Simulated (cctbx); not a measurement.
# Accept or mend?

Cell a = 6.8170 Å, b = 7.0120 Å, c = 14.8402 Å, α = 90.00°, β = 116.40°, γ = 90.00°; space group P2_1/c (no. 14).

Simulated single-crystal data (cctbx): Mo Kα, λ = 0.71073 Å, to d = 0.77 Å, 80 % of the full sphere, strongest reflection 5000 counts, noise from counting, a 1.5 % proportional error and a noise floor of 4 counts (s.d.); no absorption.

An anisotropic refinement with weights 1/σ² prints:

```text
Rint 0.041, 1445 unique reflections to 0.77 A
cycle     R1     wR2    GooF  max shift (A)
   1  0.1563  0.3124   6.511   0.00307
   2  0.0622  0.1503   3.133   0.00003
final R1 0.0622 wR2 0.1503 GooF 3.133  parameters 42  data/parameter 34.4
atom        x        y        z      Ueq    occ   su(xyz)  su(Uiso or U11)
I1     0.02857  0.67293  0.34963  -0.0015  1.000  0.00021  0.0006  NPD
I2     0.26122  0.25113  0.50796  -0.0010  1.000  0.00022  0.0006  NPD
Lu1    0.68024  0.33501  0.35805   0.0174  1.000  0.00022  0.0006
Pd1    0.00000  0.50000  0.50000  -0.0015  1.000  0.00000  0.0010  NPD
Cu1    0.66751  0.52775  0.16225  -0.0012  1.000  0.00044  0.0011  NPD
difference map: max 7.43 min -9.32 rms 1.19
Q1    0.2379  0.2292  0.0042    4    7.56  0.20 A from I2
Q2    0.0000  0.5000  0.5000    2    6.32  0.00 A from Pd1
Q3    0.0232  0.1673  0.1562    4    6.01  0.33 A from I1
Q4    0.0818  0.6515  0.3689    4    5.79  0.38 A from I1
Q5    0.2718  0.6859  0.7016    4    3.53  1.08 A from Lu1
Q6    0.2097  0.6216  0.6740    4    3.38  1.10 A from Lu1
```

Q: Accept it or mend it, and why?

Mend it. The fault: wrong element: Lu1 is I. Against the right model at the same level, R1 goes from 0.0220 to 0.0622 and GooF from 0.94 to 3.13, U of I2 shrinks from 0.0051 to -0.0010 Å², U of Cu1 shrinks from 0.0051 to -0.0012 Å², U of I1 shrinks from 0.0048 to -0.0015 Å², U of Pd1 shrinks from 0.0045 to -0.0015 Å², the top difference peak, 7.6 e/Å³, lies on I2, a hole of -9.3 e/Å³ opens and I1, I2, Pd1 and Cu1 go non-positive-definite. Lu1 has 18 electrons too many and its U swells to shed them, as expected.

The compound is Cu2PdI6. The right model at the same level gives:

```text
Rint 0.041, 1445 unique reflections to 0.77 A
cycle     R1     wR2    GooF  max shift (A)
   1  0.0222  0.0454   0.947   0.00028
   2  0.0220  0.0450   0.938   0.00000
final R1 0.0220 wR2 0.0450 GooF 0.938  parameters 42  data/parameter 34.4
atom        x        y        z      Ueq    occ   su(xyz)  su(Uiso or U11)
I1     0.02864  0.67290  0.34972   0.0048  1.000  0.00006  0.0002
I2     0.26129  0.25130  0.50807   0.0051  1.000  0.00007  0.0002
I3     0.68013  0.33499  0.35810   0.0047  1.000  0.00007  0.0002
Pd1    0.00000  0.50000  0.50000   0.0045  1.000  0.00000  0.0003
Cu1    0.66757  0.52819  0.16229   0.0051  1.000  0.00013  0.0003
difference map: max 1.74 min -1.43 rms 0.41
Q1    0.3838  0.0283  0.6264    4    1.77  1.81 A from Cu1
Q2    0.2002  0.7089  0.2237    4    1.72  1.95 A from I3
Q3    0.1604  0.2004  0.9932    4    1.54  0.71 A from I2
Q4    0.3006  0.2179  0.5630    4    1.52  0.77 A from I2
Q5    0.2343  0.6072  0.9204    4    1.51  1.89 A from Cu1
Q6    0.2501  0.0451  0.9790    4    1.44  1.48 A from I2
```

This is a model crystal, built by substitution and not relaxed, with assumed displacement parameters.

[Middle refinement cycles are left out of these outputs.]

[Logs are printed without paths, hosts, clocks, repeated set-up lines and the standing remarks that a program may print on its own settings, such as how far it seeks lower states.]
